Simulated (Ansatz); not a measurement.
## NaF (Villiaumite, Fm-3m): from the cell to its phonons

The cell of NaF (Villiaumite, Fm-3m) is at rest. What are its phonons? After the zone centre comes a 4×4×4 q mesh on a 8×8×8 k mesh.

Program: Ansatz 0.2.0. Level of theory: DFT PBEsol, scalar-relativistic, plane waves, PAW. Results are calculated unless marked as measured.

**1. The starting structure**

The structure is cubic, space group Fm-3m (No. 225). The conventional cell has a = 4.629 Å, b = 4.629 Å, c = 4.629 Å, α = 90.00°, β = 90.00°, γ = 90.00°. Nearest to Na lie 6 F at 2.31 Å. F has 6 Na at 2.31 Å nearest. Farther neighbours and most contacts between anions are not listed.

**2. Zone-centre response**

The cell comes from relaxations at this level that are not shown. The zone centre comes first: it holds the modes that light can see, as far as symmetry allows. The response to a homogeneous field gives the Born charges and the dielectric tensor.

Input file input.yaml:

```yaml
crystal:
  lattice:
    - [0.0, 2.3145907857, 2.3145907857]
    - [2.3145907857, 0.0, 2.3145907857]
    - [2.3145907857, 2.3145907857, 0.0]
  atoms:
    - { symbol: Na, position: [0.0, 0.0, 0.0] }
    - { symbol: F, position: [0.5, 0.5, 0.5] }
kpoints:
  mp_grid: { grid: [8, 8, 8] }
hamiltonian:
  xc: pbesol
scf:
  occupations: { method: fixed }
output:
  eigenvalues: true
phonons:
  method: dfpt
  dielectric: true
  rigid_motions: translations
```

Run with:

```console
ansatz run input.yaml --threads 4 --pin off --max-ram 7168MiB --backend cpu --events-out ev --progress --plain --runs-dir out
```

Numbers of over 12 decimals in the logs are rounded to 6 here.

The log of the run:

```text
Engine: ansatz 0.2.0, aarch64-unknown-linux-gnu
Pseudopotentials: kind: paw
Pseudopotential: Na, paw, valence charge 9, recommended cutoff 420 eV (normal), Na.paw.azcp
Pseudopotential: F, paw, valence charge 7, recommended cutoff 420 eV (normal), F.paw.azcp
Functional definition: PBEsol
  exchange = pbesol_x
  correlation = pbesol_c
Crystal: 2 atoms, lattice volume = 24.800 Å³
Basis set: ecut = 420 eV, 531 PW (Γ), exchange–correlation on 48×48×48 points (8 copies of the dense FFT grid, shifted against one another)
Bands: 12, of which v1, the nominal top of the filled ones, is band 8 counted from 1 (7 counted from 0)
Symmetry: 48 space group operations
k-points: 59 of 512 (irreducible under 8 space group operations, time reversal used)
Non-local potential: Na, projectors of the file, l = 0: 3, l = 1: 2, l = 2: 1
Non-local potential: F, projectors of the file, l = 0: 2, l = 1: 2, l = 2: 1
PAW form: soft (Blöchl's): semilocal exchange-correlation on the pseudo side does not see the compensation charge
PAW frozen core: Na, regenerated for the run's functional, and the local potential with it (the file was generated under x = pbe(κ = 0.804, μ = 0.219515), c = pbe(β = 0.066725))
PAW frozen core: F, regenerated for the run's functional, and the local potential with it (the file was generated under x = pbe(κ = 0.804, μ = 0.219515), c = pbe(β = 0.066725))
PAW one-centre angular grid: Na, 110 points (default); XC on 64 Gauss nodes
PAW one-centre angular grid: F, 110 points (default); XC on 64 Gauss nodes
Initial density: superposition of atomic densities (neutral atoms: chi_scale 0, normalization atom), corrected by the library's trained network
Initial wavefunctions: pseudopotential atomic-orbital guess
Functional: x = pbesol(κ = 0.804, μ = 0.123457), c = pbesol(β = 0.046)
SCF iter   1: F=—  HF=-2278.929747 eV  |F-HF|=—  |Δ(HF+E_count)|=         —  Δρ=1.16e-2  dr2=2.02e-2  ethr=1.77e-3  ⟨swp⟩=4.6  Hψ=3437  notcnv=0  defer=111
preconditioner: auto → none  [insulator: Δε(μ)=6.040 eV  Ē_g=26.113 eV  n_scr=8 (ndim 8)  ℏωp=27.9 eV  f_vac=0.108  ε∞_Penn≈2.1]
SCF iter   2: F=—  HF=-2278.923485 eV  |F-HF|=—  |Δ(HF+E_count)|=   6.26e-3  Δρ=5.02e-3  dr2=3.46e-3  ethr=1.26e-4  ⟨swp⟩=2.0  Hψ=1501  notcnv=0  defer=116
SCF iter   3: F=—  HF=-2278.922424 eV  |F-HF|=—  |Δ(HF+E_count)|=   1.06e-3  Δρ=4.69e-4  dr2=3.51e-5  ethr=2.16e-5  ⟨swp⟩=2.0  Hψ=995  notcnv=0  defer=116
SCF iter   4: F=—  HF=-2278.922427 eV  |F-HF|=—  |Δ(HF+E_count)|=   3.35e-6  Δρ=1.10e-4  dr2=6.79e-7  ethr=2.19e-7  ⟨swp⟩=2.0  Hψ=1180  notcnv=0  defer=78
SCF iter   5: F=—  HF=-2278.922428 eV  |F-HF|=—  |Δ(HF+E_count)|=   1.13e-6  Δρ=4.65e-5  dr2=3.85e-7  ethr=4.24e-9  ⟨swp⟩=2.0  Hψ=1115  notcnv=0  defer=2
SCF iter   6: F=—  HF=-2278.922428 eV  |F-HF|=—  |Δ(HF+E_count)|=   6.95e-8  Δρ=7.06e-6  dr2=8.97e-9  ethr=2.41e-9  ⟨swp⟩=2.0  Hψ=857  notcnv=0  defer=2
SCF iter   7: F=—  HF=-2278.922428 eV  |F-HF|=—  |Δ(HF+E_count)|=  6.40e-10  Δρ=9.45e-7  dr2=1.61e-10  ethr=5.61e-11  ⟨swp⟩=2.0  Hψ=886  notcnv=0  defer=2
SCF iter   8: F=-2278.922428 eV  HF=-2278.922428 eV  |F-HF|=0.00e0  |Δ(HF+E_count)|=  3.18e-11  Δρ=3.21e-8  dr2=1.69e-13  ethr=1.00e-12  ⟨swp⟩=6.9  Hψ=3700  notcnv=0
SCF 1 converged in 8 iterations: F = -2278.922428 eV  dr2 = 1.69e-13
  greatest PAW one-centre occupation: 0.999 electrons in one spin orbital (limit 2), on the Na atom at site 0 (counted from 0), in its partial waves of l = 0
DFPT response loops at Γ: preconditioner auto → none (the input reference at scf.mixing.eps_inf says where Resta's filter doesn't serve); β = 0.50; Broyden in place of MSR1
SCF converged after 8 iterations
Free energy (F): -2278.922428 eV
Harris-Foulkes:  -2278.922428 eV  (|F-HF|=0.00e0)
Internal energy: -2278.922428 eV  (E = F + TS)
E sigma→0 (E₀):  -2278.922428 eV
Fermi energy:    0.949745 eV
--- Per-component energies (eV) ---
  E_band       = -232.657764
  E_kinetic    = 328.469057
  E_local      = -1689.341727  (includes V_loc(G=0)·N_el)
  E_nonlocal   = 189.831961
  E_hartree    = 597.702679
  E_xc         = -118.093922
  E_vxc        = -152.455185  (∫ρ·V_xc dr)
  E_paw        = -447.019383  (= ΣΔE_a)
  E_vpaw       = -104.569219  (= ΣTr[D̂ρ^β])
  E_aug_tail   = 0.001978  (compensation charges beyond the density's cutoff)
  E_ewald      = -1140.570207
  E_core_change = 0.097136  (= ΣΔE_core)
  E_smearing   = -0.000000  (= −TS)
  E_closure    = 0.000000  (closes the sum)
  Σ components = -2278.922428   (vs F -2278.922428, Δ=0.00e0)
--- Band table (eV; the first three rows and the last of 59) ---
  k-point 0: bands = [... 4 lower, -17.8125, 0.9497, 0.9497, 0.9497, 7.1479, 19.8042, 19.8042, 19.8042]
  k-point 1: bands = [... 4 lower, -17.6043, 0.6480, 0.9114, 0.9114, 7.6980, 18.0322, 20.0452, 20.0452]
  k-point 2: bands = [... 4 lower, -17.3296, 0.0360, 0.8195, 0.8195, 9.0182, 15.9429, 20.5813, 20.5813]
  k-point 58: bands = [... 4 lower, -17.3675, 0.0591, 0.0591, 0.3693, 14.0096, 14.0096, 16.1365, 17.7651]
--- Phonons (Γ-DFPT): 2 representative perturbations + reference, on 59 of 512 k-points (Σ response iterations 7) ---
  k mesh reduced under 8 symmetry operations, with k and −k counted as one. Each operation leaves every solved perturbation unchanged. A smaller set is not considered because the run solves the response to a homogeneous field
  ASR residual: 2.365e-5 → 0.000e0 eV/Å²; symmetrization residual: 9.688e-7 eV/Å²
  ASR residual per site (eV/Å²): 2.37e-5 1.40e-6
  Γ frequencies (cm⁻¹): 0.00 0.00 0.00 239.34 239.34 239.34
  ε∞ (high-frequency dielectric tensor):
        1.895033    -0.000000     0.000000
        0.000000     1.895033    -0.000000
        0.000000     0.000000     1.895033
  ε⁰ (static dielectric tensor: ions relaxed, cell fixed):
        5.305801     0.000000    -0.000000
        0.000000     5.305801     0.000000
       -0.000000     0.000000     5.305801
  ε⁰ − ε∞ (ionic part):
        3.410768     0.000000    -0.000000
        0.000000     3.410768     0.000000
       -0.000000     0.000000     3.410768
  softest optical mode at Γ: 239.34 cm⁻¹; the repairs (sum rule, projections) moved no ω² at Γ by more than (0.60 cm⁻¹)²
  Born effective charges Z* (e; rows j = field, columns β = displacement):
    site 0:
         1.01207    0.00000   -0.00000
         0.00000    1.01207    0.00000
         0.00000   -0.00000    1.01207
    site 1:
        -1.01207   -0.00000    0.00000
         0.00000   -1.01207   -0.00000
         0.00000    0.00000   -1.01207
  Z* charge neutrality: 3.880e-5 e pre-enforcement
  k-mesh period / interband length: 26.2 Å / 0.88 Å = 29.80 at k = (0.0000, 0.0000, 0.0000), direct gap 6.198 eV — 14 or more, which is no proof of convergence
  optical modes at Γ without the LO–TO term, one row a degenerate level:
      ω (cm⁻¹)  modes    IR ((D/Å)²/amu)
        239.34      3             6.8152
  optical modes at Γ + LO–TO along q̂ = [1.0000, 0.0000, 0.0000]:
      ω (cm⁻¹)  modes    IR ((D/Å)²/amu)
        239.34      2             4.5435
        400.47      1             2.2717
  optical modes at Γ + LO–TO along q̂ = [0.0000, 1.0000, 0.0000]:
      ω (cm⁻¹)  modes    IR ((D/Å)²/amu)
        239.34      2             4.5435
        400.47      1             2.2717
  optical modes at Γ + LO–TO along q̂ = [0.0000, 0.0000, 1.0000]:
      ω (cm⁻¹)  modes    IR ((D/Å)²/amu)
        239.34      2             4.5435
        400.47      1             2.2717
```

It took 2.5 s on 4 threads of Arm Neoverse V1, shared host; peak memory 0.34 GiB.

Numbers from this step:

* gap on the k-mesh: 6.198 eV
* volume per atom: 12.40 Å³
* sum-rule residual before enforcement: 2.37e-5 eV/Å²
* miss of the charge sum rule: 3.88e-5 e
* point group: m-3m
* highest optical mode at the zone centre (no LO-TO term): 239.3 cm⁻¹
* lowest optical zone-centre mode: 239.3 cm⁻¹
* mean high-frequency dielectric constant: 1.895
* largest Born charge (third of the trace): 1.012 e
* mean static dielectric constant: 5.306
* top of the zone-centre spectrum with the field: 400.5 cm⁻¹

Without the LO-TO term. Patterns of degenerate modes are one choice out of their space. The modes at Γ (shares of kinetic energy by element, %):

| mode | frequency (cm⁻¹) | symmetry | Na % | F % |
| --- | --- | --- | --- | --- |
| 1 | 0.0 | acoustic | 55 | 45 |
| 2 | 0.0 | acoustic | 55 | 45 |
| 3 | 0.0 | acoustic | 55 | 45 |
| 4 | 239.3 | T1u | 45 | 55 |
| 5 | 239.3 | T1u | 45 | 55 |
| 6 | 239.3 | T1u | 45 | 55 |

Displacements in mode 5 (239.3 cm⁻¹), the largest set to 1:
```
Na1  0.00  0.00 -0.83
F2   0.00  0.00  1.00
```

Optical modes at the zone centre, without and with the macroscopic field of the longitudinal modes; each column is sorted by frequency, so a row need not hold one and the same mode. Modes with and without the field, by row:

| rank among optical modes | no field (cm⁻¹) | q along (1, 0, 0) (cm⁻¹) |
| --- | --- | --- |
| 1 | 239.3 | 239.3 |
| 2 | 239.3 | 239.3 |
| 3 | 239.3 | 400.5 |

Born charge (rows field, columns displacement) (e), principal values of the symmetric part by kind of site:

| atom | atoms with these values | low | middle | high | mean |
| --- | --- | --- | --- | --- | --- |
| Na1 | 1 | 1.01 | 1.01 | 1.01 | 1.01 |
| F2 | 1 | -1.01 | -1.01 | -1.01 | -1.01 |

In full for F2:

```
-1.01  0.00  0.00
 0.00 -1.01  0.00
 0.00  0.00 -1.01
```

High-frequency dielectric tensor:

```
1.90 0.00 0.00
0.00 1.90 0.00
0.00 0.00 1.90
```

Static dielectric tensor (ions relaxed, fixed cell):

```
5.31 0.00 0.00
0.00 5.31 0.00
0.00 0.00 5.31
```

Transverse modes. Lines of the infrared spectrum (strongest = 100):

| position (cm⁻¹) | label | relative intensity |
| --- | --- | --- |
| 239 | T1u | 100 |

Before it was imposed, the acoustic sum rule was missed by 2.4e-5 eV/Å² and the charge sum rule by 3.9e-5 e. Small misses are needed for a sound result but don't prove that mesh and cutoff are converged. The lowest optical mode is real, 239 cm⁻¹.

[end of part 1 of 3]

[Logs are printed without paths, hosts, clocks, repeated set-up lines and the standing remarks that a program may print on its own settings, such as how far it seeks lower states.]

[Hosts, paths, dates, database ids (printed as entryN), source tags and the programs' standing remarks are cut or masked in the printed files.]
